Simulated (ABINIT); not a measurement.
**In2O3 (R-3c): G0W0 with ABINIT, start to end**

How does a plane-wave GW calculation on In2O3 (R-3c) run from the first input to the gap?

Calculated with ABINIT 10.8.3; LDA and many-body steps on it, plane waves.

**Experimental background.**

- Gap 3.08 eV: optical gap from linear extrapolation of the absorption edge; UV-visible absorption, Tauc-type extrapolation; powder (hydrothermally grown microspheres, annealed at 400 C) (“Fabrication and performance enhancement of an In2O3/BiVO4 heterojunction for N-butanol gas sensing applications”, 2024, pmc:11650617).

## Step 1: Set-up

Symmetry: R-3c, No. 167, trigonal system. Conventional cell: a = 5.487 Å, b = 5.487 Å, c = 14.510 Å, α = 90.00°, β = 90.00°, γ = 120.00°. In has 6 O at 2.12 to 2.26 Å nearest. O has 4 In at 2.12 to 2.26 Å nearest. Farther neighbours and most contacts between anions are not listed.

The cell and positions come from the Crystallography Open Database and are kept as given unless a step says otherwise. This is not the form that In2O3 usually takes at ambient conditions.

## Step 2: Ground state

This step: ABINIT 10.8.3; DFT, LDA, plane waves, norm-conserving pseudopotentials.

The ground-state density comes first.

Contents of run.abi:

```
acell 3*1.0 Angstrom
rprim 
  2.743499999981 1.583960463511 4.836666666700
  -2.743499999981 1.583960463511 4.836666666700
  -0.000000000000 -3.167920927022 4.836666666700
ntypat 2
znucl 49 8
natom 10
typat 1 1 1 1 2 2 2 2 2 2
xred 
  0.357310000000 0.357310000000 0.357310000000
  0.142690000000 0.142690000000 0.142690000000
  0.642690000000 0.642690000000 0.642690000000
  0.857310000000 0.857310000000 0.857310000000
  0.548000000000 0.952000000000 0.250000000000
  0.250000000000 0.548000000000 0.952000000000
  0.952000000000 0.250000000000 0.548000000000
  0.452000000000 0.048000000000 0.750000000000
  0.750000000000 0.452000000000 0.048000000000
  0.048000000000 0.750000000000 0.452000000000
pp_dirpath "pseudos"
pseudos "In.upf, O.upf"
ecut 42
ngkpt 4 4 4
nshiftk 1
shiftk 0 0 0
kptopt 1
chksymbreak 0
nband 69
occopt 1
tolvrs 1e-08
nstep 60
prtwf 0
indata_prefix "in"
outdata_prefix "out"
tmpdata_prefix "tmp"
```

Launch:

```console
$ OMP_NUM_THREADS=1 mpirun -n 4 abinit run.abi > log
```

Numbers of over 12 decimals in the logs are rounded to 6 here.

The log of the run:

```text
.Version 10.8.3 of ABINIT. v10.8.2 released Aug 2026.

 Symmetries : space group R-3 c (#167); Bravais hR (rhombohedral)
================================================================================
 Values of the parameters that define the memory need of the present run
     intxc =       0    ionmov =       0      iscf =       7    lmnmax =       6
     lnmax =       6     mgfft =      64  mpssoang =       3    mqgrid =    3001
     natom =      10  nloc_mem =       1    nspden =       1   nspinor =       1
    nsppol =       1      nsym =      12    n1xccc =    2501    ntypat =       2
    occopt =       1   xclevel =       1
-    mband =          69        mffmem =           1         mkmem =           4
       mpw =       11091          nfft =      262144          nkpt =          13
================================================================================
  Rough estimation (10% accuracy) of disk space for files :
================================================================================

--------------------------------------------------------------------------------
------------- Echo of variables that govern the present computation ------------
--------------------------------------------------------------------------------
 -outvars: echo values of preprocessed input variables --------
            acell      1.8897261259E+00  1.8897261259E+00  1.8897261259E+00 Bohr

      chksymbreak           0
             ecut      4.20000000E+01 Hartree
-          fftalg         312

              ixc       -1012
              kpt      0.00000000E+00  0.00000000E+00  0.00000000E+00
                       2.50000000E-01  0.00000000E+00  0.00000000E+00
                       5.00000000E-01  0.00000000E+00  0.00000000E+00
                       2.50000000E-01  2.50000000E-01  0.00000000E+00
                       5.00000000E-01  2.50000000E-01  0.00000000E+00
                      -2.50000000E-01  2.50000000E-01  0.00000000E+00
                       5.00000000E-01  5.00000000E-01  0.00000000E+00
                       2.50000000E-01  2.50000000E-01  2.50000000E-01
                       5.00000000E-01  2.50000000E-01  2.50000000E-01
                      -2.50000000E-01  2.50000000E-01  2.50000000E-01
                       5.00000000E-01  5.00000000E-01  2.50000000E-01
[...]
kptrlatt        4    0    0      0    4    0      0    0    4
          kptrlen      4.14757090E+01
P           mkmem           4
            natom          10
            nband          69
            ngfft          64      64      64
             nkpt          13
            nstep          60
             nsym          12
           ntypat           2
              occ      2.000000  2.000000  2.000000  2.000000  2.000000  2.000000
                       2.000000  2.000000  2.000000  2.000000  2.000000  2.000000
                       2.000000  2.000000  2.000000  2.000000  2.000000  2.000000
                       2.000000  2.000000  2.000000  2.000000  2.000000  2.000000
                       2.000000  2.000000  2.000000  2.000000  2.000000  2.000000
                       2.000000  2.000000  2.000000  2.000000  2.000000  2.000000
                       2.000000  2.000000  2.000000  2.000000  2.000000  2.000000
                       2.000000  2.000000  2.000000  2.000000  2.000000  2.000000
                       2.000000  2.000000  2.000000  2.000000  2.000000  2.000000
                       2.000000  2.000000  2.000000  2.000000  2.000000  2.000000
                       0.000000  0.000000  0.000000  0.000000  0.000000  0.000000
[...]
prtwf           0
            rprim      2.7435000000E+00  1.5839604635E+00  4.8366666667E+00
[...]
spgroup         167

           tolvrs      1.00000000E-08

             xred      3.5731000000E-01  3.5731000000E-01  3.5731000000E-01
[...]
znucl       49.00000    8.00000

================================================================================

 chkinp: Checking input parameters for consistency.

================================================================================
== DATASET  1 ==================================================================
-   mpi_nproc: 4, omp_nthreads: 1 (-1 if OMP is not activated)

--- !DatasetInfo
iteration_state: {dtset: 1, }
dimensions: {natom: 10, nkpt: 13, mband: 69, nsppol: 1, nspinor: 1, nspden: 1, mpw: 11091, }
cutoff_energies: {ecut:  42.0, pawecutdg:  -1.0, }
electrons: {nelect:   1.20000000E+02, charge:   0.00000000E+00, occopt:   1.00000000E+00, tsmear:   1.00000000E-02, }

 Real(R)+Recip(G) space primitive vectors, cartesian coordinates (Bohr,Bohr^-1):
 R(1)=  5.1844636  2.9932515  9.1399754  G(1)=  0.0964420  0.0556808  0.0364698
 R(2)= -5.1844636  2.9932515  9.1399754  G(2)= -0.0964420  0.0556808  0.0364698
 R(3)=  0.0000000 -5.9865029  9.1399754  G(3)=  0.0000000 -0.1113616  0.0364698
 Unit cell volume ucvol=  8.5102695E+02 bohr^3
 Angles (23,13,12)=  5.66545413E+01  5.66545413E+01  5.66545413E+01 degrees

 getcut: wavevector=  0.0000  0.0000  0.0000  ngfft=  64  64  64
         ecut(hartree)=     42.000   => boxcut(ratio)=   2.00819

--- Pseudopotential description ------------------------------------------------
[...]
lattice_angles: [ 56.655,  56.655,  56.655, ] # degrees, (23, 13, 12)
lattice_volume:   8.5102695E+02
convergence: {deltae: -2.558E-11, res2:  2.354E-09, residm:  6.958E-05, diffor: null, }
etotal    :  -8.96678819E+02
entropy   :   0.00000000E+00
fermie    :   1.89755434E-01
cartesian_stress_tensor: # hartree/bohr^3
- [  1.06517591E-04,   0.00000000E+00,   0.00000000E+00, ]
- [  0.00000000E+00,   1.06517591E-04,   0.00000000E+00, ]
- [  0.00000000E+00,   0.00000000E+00,   1.20580667E-04, ]
pressure_GPa:  -3.2718E+00
xred      :
- [  3.5731E-01,   3.5731E-01,   3.5731E-01, In]
- [  1.4269E-01,   1.4269E-01,   1.4269E-01, In]
- [  6.4269E-01,   6.4269E-01,   6.4269E-01, In]
- [  8.5731E-01,   8.5731E-01,   8.5731E-01, In]
- [  5.4800E-01,   9.5200E-01,   2.5000E-01,  O]
- [  2.5000E-01,   5.4800E-01,   9.5200E-01,  O]
- [  9.5200E-01,   2.5000E-01,   5.4800E-01,  O]
- [  4.5200E-01,   4.8000E-02,   7.5000E-01,  O]
- [  7.5000E-01,   4.5200E-01,   4.8000E-02,  O]
- [  4.8000E-02,   7.5000E-01,   4.5200E-01,  O]
cartesian_forces: # hartree/bohr
- [ -2.46741631E-19,   4.89642004E-20,  -1.98220620E-03, ]
- [  8.56136030E-20,  -1.83018009E-19,   1.98220620E-03, ]
- [ -1.34668906E-20,   2.50662859E-19,   1.98220620E-03, ]
- [  1.86939238E-19,  -3.37399033E-19,  -1.98220620E-03, ]
- [ -3.39912459E-03,  -6.82965317E-20,   5.30746107E-21, ]
- [  1.69956229E-03,  -2.94372824E-03,   4.16347514E-20, ]
- [  1.69956229E-03,   2.94372824E-03,   1.31837596E-19, ]
- [  3.39912459E-03,   1.98400792E-19,   1.68164887E-19, ]
- [ -1.69956229E-03,   2.94372824E-03,   2.34173789E-20, ]
- [ -1.69956229E-03,  -2.94372824E-03,  -6.67854658E-20, ]
force_length_stats: {min:   1.98220620E-03, max:   3.39912459E-03, mean:   2.83235723E-03, }

 Integrated electronic density in atomic spheres:
 ------------------------------------------------
 Atom  Sphere_radius  Integrated_density
[...]
================================================================================

 ----iterations are completed or convergence reached----

 Mean square residual over all n,k,spin=   37.865E-08; max=  69.577E-06
 reduced coordinates (array xred) for   10 atoms
[...]
0.250000000000      0.548000000000      0.952000000000
       0.952000000000      0.250000000000      0.548000000000
       0.452000000000      0.048000000000      0.750000000000
       0.750000000000      0.452000000000      0.048000000000
       0.048000000000      0.750000000000      0.452000000000
 rms dE/dt=  1.5985E-02; max dE/dt=  1.8117E-02; dE/dt below (all hartree)
    1       0.018117315841      0.018117315841      0.018117315841
    2      -0.018117315841     -0.018117315841     -0.018117315841
    3      -0.018117315841     -0.018117315841     -0.018117315841
    4       0.018117315841      0.018117315841      0.018117315841
    5       0.017622637784     -0.017622637784     -0.000000000000
    6      -0.000000000000      0.017622637784     -0.017622637784
    7      -0.017622637784      0.000000000000      0.017622637784
    8      -0.017622637784      0.017622637784      0.000000000000
    9       0.000000000000     -0.017622637784      0.017622637784
   10       0.017622637784     -0.000000000000     -0.017622637784

 cartesian coordinates (angstrom) at end:
[...]
cartesian forces (hartree/bohr) at end:
[...]
frms,max,avg= 1.6836553E-03 3.3991246E-03   0.000E+00  0.000E+00  0.000E+00 h/b

 cartesian forces (eV/Angstrom) at end:
[...]
6      0.087395    -0.151373     0.000000
    7      0.087395     0.151373     0.000000
    8      0.174790     0.000000     0.000000
    9     -0.087395     0.151373     0.000000
   10     -0.087395    -0.151373    -0.000000
 frms,max,avg= 8.6577036E-02 1.7479001E-01   0.000E+00  0.000E+00  0.000E+00 e/A
 length scales=  1.889726125908  1.889726125908  1.889726125908 bohr
              =  1.000000000000  1.000000000000  1.000000000000 angstroms
 prteigrs : about to open file out_EIG
 Fermi (or HOMO) energy (hartree) =   0.18976   Average Vxc (hartree)=  -0.44769
 Eigenvalues (hartree) for nkpt=  13  k points:
 kpt#   1, nband= 69, wtk=  0.01563, kpt=  0.0000  0.0000  0.0000 (reduced coord)
  -3.94146   -3.94144   -3.94144   -3.94143   -2.42136   -2.42134   -2.42112   -2.42112
  -2.42020   -2.42020   -2.42020   -2.42020   -2.42005   -2.42005   -2.42003   -2.42003
  -0.44913   -0.41542   -0.41542   -0.40634   -0.40634   -0.40233   -0.26159   -0.26159
  -0.25555   -0.25555   -0.25507   -0.25050   -0.24970   -0.24970   -0.24772   -0.24772
  -0.24563   -0.24563   -0.24118   -0.24118   -0.24082   -0.24057   -0.22901   -0.22901
  -0.20091   -0.20091   -0.02283   -0.00871    0.03810    0.03810    0.06602    0.07491
   0.09135    0.09135    0.09582    0.16046    0.16046    0.17208    0.17636    0.17636
   0.17990    0.17990    0.18803    0.18803    0.23383    0.38930    0.41295    0.45301
   0.52129    0.52303    0.52303    0.53257    0.54833
 prteigrs : prtvol=0 or 1, do not print more k-points.

--- !EnergyTerms
iteration_state     : {dtset: 1, }
comment             : Components of total free energy in Hartree
kinetic             :  3.38770427696167E+02
hartree             :  2.58693487354200E+02
xc                  : -1.36570059515049E+02
Ewald energy        : -5.46815742705226E+02
psp_core            :  2.44227104705728E+01
local_psp           : -7.49110354888748E+02
non_local_psp       : -8.60692873900122E+01
total_energy        : -8.96678818978095E+02
total_energy_eV     : -2.43998736818030E+04
band_energy         : -1.00321707820668E+02

 Cartesian components of stress tensor (hartree/bohr^3)
  sigma(1 1)=  1.06517591E-04  sigma(3 2)=  0.00000000E+00
  sigma(2 2)=  1.06517591E-04  sigma(3 1)=  0.00000000E+00
  sigma(3 3)=  1.20580667E-04  sigma(2 1)=  0.00000000E+00

-Cartesian components of stress tensor (GPa)         [Pressure= -3.2718E+00 GPa]
- sigma(1 1)=  3.13385572E+00  sigma(3 2)=  0.00000000E+00
- sigma(2 2)=  3.13385572E+00  sigma(3 1)=  0.00000000E+00
- sigma(3 3)=  3.54760569E+00  sigma(2 1)=  0.00000000E+00

== END DATASET(S) ==============================================================
================================================================================

 -outvars: echo values of variables after computation  --------
           etotal     -8.9667881898E+02
            nband          69
             nkpt          13
          spgroup         167
 [... the other variables as echoed above ...]

 Calculation completed.
```

Elapsed: 4 min, on 4 MPI ranks of Arm Neoverse N1, shared host; peak memory 0.63 GiB; 16 min of CPU time.

Numbers from this step:

| Item | Value |
| --- | --- |
| total energy | -24399.8737 eV |
| gap | 1.199 eV |
| k of the valence top | 0.25, 0, 0 |
| k of the conduction bottom | 0, 0, 0 |
| least direct gap | 1.246 eV |
| pressure | -3.272 GPa |

The gap is indirect, with the least direct gap 0.05 eV higher.

The cutoff was set for levels, not for stress, so the pressure can be off by some GPa.

[end of part 1 of 3]

[Paths, hosts, dates, memory and timing lines, banners, echoed tables and standing remarks are left out of the program output.]

[Logs are printed without paths, hosts, clocks, repeated set-up lines and the standing remarks that a program may print on its own settings, such as how far it seeks lower states.]

[Runs of the session that timed out or met a known fault of the program may be left out.]

[Hosts, paths, dates, database ids (printed as entryN), source tags and the programs' standing remarks are cut or masked in the printed files.]

[G0W0 gaps are taken among the corrected bands and points alone; a level outside them can change the order at an edge.]

[Where Ansatz stands beside ABINIT at settings called matched, ABINIT's density can come from a denser mesh and the files from another edition; pairs whose starting gaps differed by over 0.03 eV were left out, so agreement reads better than it is.]
